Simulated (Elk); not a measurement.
# Magnetic state of CmPt2 from several starts, part 2 of 2

Aim: find out whether CmPt2 carries moments, and which collinear order costs least.

Elk 11.2.3 (patched build); PBE with U = 4.50 eV, J = 0.50 eV on Cm f; all-electron APW+lo, Dirac cores, scalar-relativistic bands.

So far. Step 2 (Run 1 (ferro ++)): After 28 cycles the largest moment stands at 7.06 μB.

**3. Run 2 (antiferro +-)**

An opposed order shows whether the pairs that it reverses prefer unlike signs.

Contents of elk.in:

```
tasks
  0

xctype
  20

rgkmax
  7.0

nempty
  8

swidth
  0.001

reducebf
  0.7

epsengy
  1e-05

maxscl
  150

lmaxi
  3

nxlo
  3

spinpol
  .true.

sppath
  './'

avec
  0.00000000000 7.20458085014 7.20458085014
  7.20458085014 0.00000000000 7.20458085014
  7.20458085014 7.20458085014 0.00000000000

atoms
  2
  'Cm.in'
  2
  0.0000000000 0.0000000000 0.0000000000   0.000000 0.000000 -0.750000
  0.2500000000 0.2500000000 0.2500000000   0.000000 0.000000 0.750000
  'Pt.in'
  4
  0.6250000000 0.6250000000 0.6250000000   0.000000 0.000000 0.000000
  0.1250000000 0.6250000000 0.6250000000   0.000000 0.000000 0.000000
  0.6250000000 0.6250000000 0.1250000000   0.000000 0.000000 0.000000
  0.6250000000 0.1250000000 0.6250000000   0.000000 0.000000 0.000000

ngridk
  6 6 6

dft+u
  1 1
  1 3 0.165372 0.018375
```

Command:

```
$ OMP_NUM_THREADS=8 elk
```

Numbers of over 12 decimals in the logs are rounded to 6 here.

Log:

```text
Warning(init1): few empty states an atom for a second variation :    8.000000000
 they are its basis, with spin, DFT+U, afieldc (12 by default), in Hartree-Fock and RDMFT; 30 and more for pressures
Warning(gndstate): core states of species 2 leak from the muffin-tin :   0.6735126659E-03
Warning(gndstate): forces or DFT+U at lmaxo under 8 : 6
  [figures from our tests cut]: type lmaxo 8 and lmaxapw 10

--- INFO.OUT ---
┌─────────────────────────┐
│ Elk code version 11.2.3 │
└─────────────────────────┘

All units are atomic (Hartree, Bohr, etc.)

┌─────────────────────────────────────────────────┐
│ Ground-state run starting from atomic densities │
└─────────────────────────────────────────────────┘

Lattice vectors :
   0.000000000       7.204580850       7.204580850
   7.204580850       0.000000000       7.204580850
   7.204580850       7.204580850       0.000000000

Species : 1 (Cm)
 parameters loaded from : Cm.in
 name : curium
 nuclear charge    :   -96.00000000
 electronic charge :    96.00000000
 atomic mass :    450253.4561
 muffin-tin radius :    3.000000000
 number of radial points in muffin-tin :   1593
 inner part over the whole radius :   0.9921970442E-02
 number on inner part of muffin-tin    :   1148
 approximate nuclear radius :   0.1109296213E-03
 number of mesh points to nuclear radius :    609
 atomic positions (lattice), magnetic fields (Cartesian) :
  1 :   0.37500000  0.37500000  0.37500000    0.00000000  0.00000000 -0.75000000
  2 :  -0.37500000 -0.37500000 -0.37500000    0.00000000  0.00000000  0.75000000

Species : 2 (Pt)
 parameters loaded from : Pt.in
 name : platinum
 nuclear charge    :   -78.00000000
 electronic charge :    78.00000000
 atomic mass :    355605.4401
 muffin-tin radius :    2.522203987
 number of radial points in muffin-tin :   1393
 inner part over the whole radius :   0.9892530136E-02
 number on inner part of muffin-tin    :    997
 approximate nuclear radius :   0.1029052813E-03
 number of mesh points to nuclear radius :    526
 atomic positions (lattice), magnetic fields (Cartesian) :
  1 :   0.00000000  0.00000000  0.00000000    0.00000000  0.00000000  0.00000000
  2 :   0.50000000  0.00000000  0.00000000    0.00000000  0.00000000  0.00000000
  3 :   0.00000000  0.00000000  0.50000000    0.00000000  0.00000000  0.00000000
  4 :   0.00000000  0.50000000  0.00000000    0.00000000  0.00000000  0.00000000

Total number of atoms per unit cell :    6
Total muffin-tin volume :    495.0317850
 ratio of muffin-tin to unit cell volume :   0.6618764535

Spin treatment :
 spin-polarised
 global magnetic field (Cartesian) :    0.000000000       0.000000000       0.000000000
 collinear magnetisation in z-direction

Number of Bravais lattice symmetries :   48
Number of crystal symmetries         :   48
Crystal has inversion symmetry
Real symmetric eigensolver will be used

k-point grid :      6     6     6
k-point offset :    0.000000000       0.000000000       0.000000000
k-point set is reduced with full crystal symmetry group
Total number of k-points :       16

Muffin-tin radius times maximum |G+k| :    7.000000000
 using average radius
Maximum |G+k| for APW functions       :    2.610509072
Maximum (1/2)|G+k|²                   :    3.407378808
Maximum |G| for potential and density :    12.00000000
Constant for pseudocharge density :    9
 order of it for each species :   16  16
 order of it for pair densities of each species (exact exchange by exxq0 0: 16) :   12   8
Radial integration step length :    1

G-vector grid sizes :     40    40    40
Number of G-vectors :    22075

Maximum angular momentum used for
 APW functions            :    8
 outer part of muffin-tin :    6
 inner part of muffin-tin :    3

Number of empty states         :     48
Total number of valence states :    254
Total number of core states    :    348

Third-order local-orbitals added for an l without core states : T
Total number of local-orbitals :    404

Exchange-correlation functional :     20     0     0
 Perdew-Burke-Ernzerhof, Phys. Rev. Lett. 77, 3865 (1996)
 gradient requirement :    1
 generalised gradient approximation (GGA)

DFT+U calculation
 fully localised limit (FLL)
 see Phys. Rev. B 52, R5467 (1995)
 species : 1 (Cm), l = 3, U =   0.16537200, J =   0.01837500

Smearing type :    3
 Fermi-Dirac
Smearing width :   0.1000000000E-02
Effective electronic temperature (K) :    315.7750248

Mixing type :    3
 Broyden mixing, J. Phys. A: Math. Gen. 17, L317 (1984)

Kohn-Sham potential initialised from atomic data

┌──────────────────────────────┐
│ Self-consistent loop started │
└──────────────────────────────┘

┌─────────────────┐
│ Loop number : 1 │
└─────────────────┘

Energies :
 Fermi                       :     0.235862
 sum of occupied eigenvalues :     -85097.332249045
 electron kinetic            :      163396.66272153
 core electron kinetic       :      159745.92272940
 Coulomb                     :     -297452.62159837
 Coulomb potential           :     -245296.99886181
 nuclear-nuclear             :     -12259.564497432
 electron-nuclear            :     -325385.20033716
 Hartree                     :      40192.143236228
 Madelung                    :     -174804.12216746
 xc potential                :     -3196.1926075086
 xc effective B-field        :    -0.849460
 external B-field            :      0.000000
 exchange                    :     -2433.6980595107
 correlation                 :     -31.411313126289
 DFT+U                       :     0.983427
 electron entropic           :    -0.80361680352111E-03
 total energy                :     -136520.08562581
 (external B-field energy excluded from total)

Density of states at Fermi energy :    252.1903992
 (states/Hartree/unit cell)

Estimated indirect band gap :   0.1509059765E-02
 from k-point 16 to k-point 9
Estimated direct band gap   :   0.6379658866E-02
 at k-point 9

Charges :
 core                        :    348.0000000
 valence                     :    156.0000000
 interstitial                :    9.620095268
 muffin-tins (core leakage)
  species : 1 (Cm)
   atom 1                    :    95.07839675     (  0.3798870054E-04)
   atom 2                    :    95.07839675     (  0.3798870054E-04)
  species : 2 (Pt)
   atom 1                    :    76.05577781     (  0.7499548662E-03)
   atom 2                    :    76.05577781     (  0.7499548662E-03)
   atom 3                    :    76.05577781     (  0.7499548662E-03)
   atom 4                    :    76.05577781     (  0.7499548662E-03)
 total in muffin-tins        :    494.3799047
 total calculated charge     :    503.9923786
 total charge                :    504.0000000
 error                       :   0.7621381188E-02

Moments :
 interstitial                :  -0.5262389343E-16
 muffin-tins
  species : 1 (Cm)
   atom 1                    :    6.416690726
   atom 2                    :   -6.416690726
  species : 2 (Pt)
   atom 1                    :   0.1992972219E-21
   atom 2                    :   0.1992972219E-21
   atom 3                    :   0.1992972219E-21
   atom 4                    :   0.1992972219E-21
 total in muffin-tins        :   0.1776357637E-14
 total moment                :   0.1723733743E-14

[... earlier loops left out ...]

┌──────────────────┐
│ Loop number : 22 │
└──────────────────┘

Energies :
 Fermi                       :     0.402657
 sum of occupied eigenvalues :     -85040.474393620
 electron kinetic            :      163436.90773355
 core electron kinetic       :      159750.54181378
 Coulomb                     :     -297490.37093502
 Coulomb potential           :     -245247.74601933
 nuclear-nuclear             :     -12259.564497432
 electron-nuclear            :     -325513.23444670
 Hartree                     :      40282.428009112
 Madelung                    :     -174866.49792536
 xc potential                :     -3228.6167036569
 xc effective B-field        :     -1.019340
 external B-field            :      0.000000
 exchange                    :     -2436.1016149046
 correlation                 :     -31.395976747409
 DFT+U                       :      1.003319
 electron entropic           :    -0.21810531831475E-03
 total energy                :     -136519.95769220
 (external B-field energy excluded from total)

Density of states at Fermi energy :    66.74538926
 (states/Hartree/unit cell)

Estimated indirect band gap :   0.6425735021E-03
 from k-point 16 to k-point 3
Estimated direct band gap   :   0.2437635418E-01
 at k-point 11

Charges :
 core                        :    348.0000000
 valence                     :    156.0000000
 interstitial                :    8.458423218
 muffin-tins (core leakage)
  species : 1 (Cm)
   atom 1                    :    94.40326552     (  0.3578152590E-04)
   atom 2                    :    94.40326552     (  0.3578152590E-04)
  species : 2 (Pt)
   atom 1                    :    76.68376144     (  0.6735126659E-03)
   atom 2                    :    76.68376144     (  0.6735126659E-03)
   atom 3                    :    76.68376144     (  0.6735126659E-03)
   atom 4                    :    76.68376144     (  0.6735126659E-03)
 total in muffin-tins        :    495.5415768
 total calculated charge     :    503.9926227
 total charge                :    504.0000000
 error                       :   0.7377276293E-02

Moments :
 interstitial                :  -0.9550771302E-17
 muffin-tins
  species : 1 (Cm)
   atom 1                    :    6.976735905
   atom 2                    :   -6.976735905
  species : 2 (Pt)
   atom 1                    :   0.3869540240E-21
   atom 2                    :   0.3869540240E-21
   atom 3                    :   0.3869540240E-21
   atom 4                    :   0.3869540240E-21
 total in muffin-tins        :   0.8881799675E-15
 total moment                :   0.8786291962E-15

┌──────────────────────────────┐
│ Self-consistent loop stopped │
└──────────────────────────────┘

Warning : core states of species 2 leak from the muffin-tin :   0.6735126659E-03

Warning : forces or DFT+U at lmaxo under 8 : 6

Wrote STATE.OUT
```

The job ended after 9.6 min (8 threads of Arm Neoverse N1, shared host; peak memory 1.9 GiB; 66 min of CPU time).

Spin moment in the muffin-tin sphere by atom:

```csv
atom,spin moment in the muffin-tin sphere (μB)
Cm1,6.98
Cm2,-6.98
Pt3,0.00
Pt4,0.00
Pt5,0.00
Pt6,0.00
```

Read from the output:

```yaml
density_of_states_at_the_fermi_level: 2.453 states/eV/cell
moment_between_the_spheres: 0 μB
magnetization: 0 μB
final_state: antiferromagnetic
```

It lies 4.61 meV a seeded atom over the first start, and its largest moment is 6.98 μB against 7.06 μB.

**4. Start 3: no spin polarisation**

This run holds no moments, which gives a state to set the others against.

elk.in: that of step 3 with these lines changed.

```diff
@@ -15,5 +15,2 @@
 
-reducebf
-  0.7
-
 epsengy
@@ -29,5 +26,2 @@
   3
-
-spinpol
-  .true.
 
@@ -45,4 +39,4 @@
   2
-  0.0000000000 0.0000000000 0.0000000000   0.000000 0.000000 -0.750000
-  0.2500000000 0.2500000000 0.2500000000   0.000000 0.000000 0.750000
+  0.0000000000 0.0000000000 0.0000000000   0.000000 0.000000 0.000000
+  0.2500000000 0.2500000000 0.2500000000   0.000000 0.000000 0.000000
   'Pt.in'
```

Command:

```
$ OMP_NUM_THREADS=8 elk
```

Log:

```text
Warning(init1): few empty states an atom for a second variation :    8.000000000
 they are its basis, with spin, DFT+U, afieldc (12 by default), in Hartree-Fock and RDMFT; 30 and more for pressures
Warning(gndstate): core states of species 2 leak from the muffin-tin :   0.6730609038E-03
Warning(gndstate): forces or DFT+U at lmaxo under 8 : 6
  [figures from our tests cut]: type lmaxo 8 and lmaxapw 10

--- INFO.OUT ---
┌─────────────────────────┐
│ Elk code version 11.2.3 │
└─────────────────────────┘

[...]
atom 2                    :    76.66663362     (  0.6730609038E-03)
   atom 3                    :    76.66663362     (  0.6730609038E-03)
   atom 4                    :    76.66663362     (  0.6730609038E-03)
 total in muffin-tins        :    495.8288784
 total calculated charge     :    503.9929385
 total charge                :    504.0000000
 error                       :   0.7061502290E-02

┌──────────────────────────────┐
│ Self-consistent loop stopped │
└──────────────────────────────┘

Warning : core states of species 2 leak from the muffin-tin :   0.6730609038E-03

Warning : forces or DFT+U at lmaxo under 8 : 6

Wrote STATE.OUT

[key lines of the parts left out:]
total energy                :     -136519.53425245
```

The job ended after 6.6 min (8 threads; peak memory 1.1 GiB; 43 min of CPU time).

Read from the output:

| Quantity | Value |
| --- | --- |
| density of states at the Fermi level | 6.702 states/eV/cell |
| final state | non-magnetic (no spin polarisation) |

It lies 5766 meV a seeded atom over the first start.

**5. Ranking**

These are free energies at a smearing of 0.0272 eV, so its entropy term is in the differences. They are divided by the number of seeded atoms, so that cells of unlike size compare.

Orders:

```
               start        final state  typed order kept  energy over the lowest (meV a seeded atom)  largest sphere moment (μB)  net moment (μB a primitive cell)  DOS at the Fermi level (states/eV a primitive cell)  mesh matched  CPU time (s)
            ferro ++      ferromagnetic               yes                                           0                       7.058                             14.33                                                3.026           yes          5323
        antiferro +-  antiferromagnetic               yes                                       4.606                       6.977                                 0                                                2.453           yes          3988
no spin polarisation       non-magnetic                 -                                        5766                           0                                 0                                                6.702           yes          2599
```

**6. What came out**

```
lowest state found                      : ferromagnetic (typed ferro ++)
largest site moment                     : 7.06 μB
next state                              : antiferromagnetic, 4.61 meV a seeded atom higher
run without spin seeds, over the lowest : 5766 meV a seeded atom
```

In words: The lowest state found is ferromagnetic, reached from the start ferro ++, with moments up to 7.06 μB. The two lowest states lie so close that the mesh, the functional or spin–orbit coupling could swap them. Under a U a spinless open shell is left with part-filled orbitals, which the U penalises, so its energy is no clean measure of what the moments gain. This is the lowest of 3 finished starts, no proof of the ground state. Open f shells have many stationary orbital fillings, so the state need not be the lowest, and spin-only moments miss the orbital part. Spin–orbit coupling, which these energies lack, is strong in these shells and can change the state in kind.

[Logs and program files are shortened in this print: banners, set-up blocks, solver, clock and traceback lines can be left out without a mark of their own.]

[Logs are printed without paths, hosts, clocks, repeated set-up lines and the standing remarks that a program may print on its own settings, such as how far it seeks lower states.]

[Hosts, paths, dates, database ids (printed as entryN), source tags and the programs' standing remarks are cut or masked in the printed files.]

[Where a cell is said to come from a database of computed structures, the database is the Materials Project.]
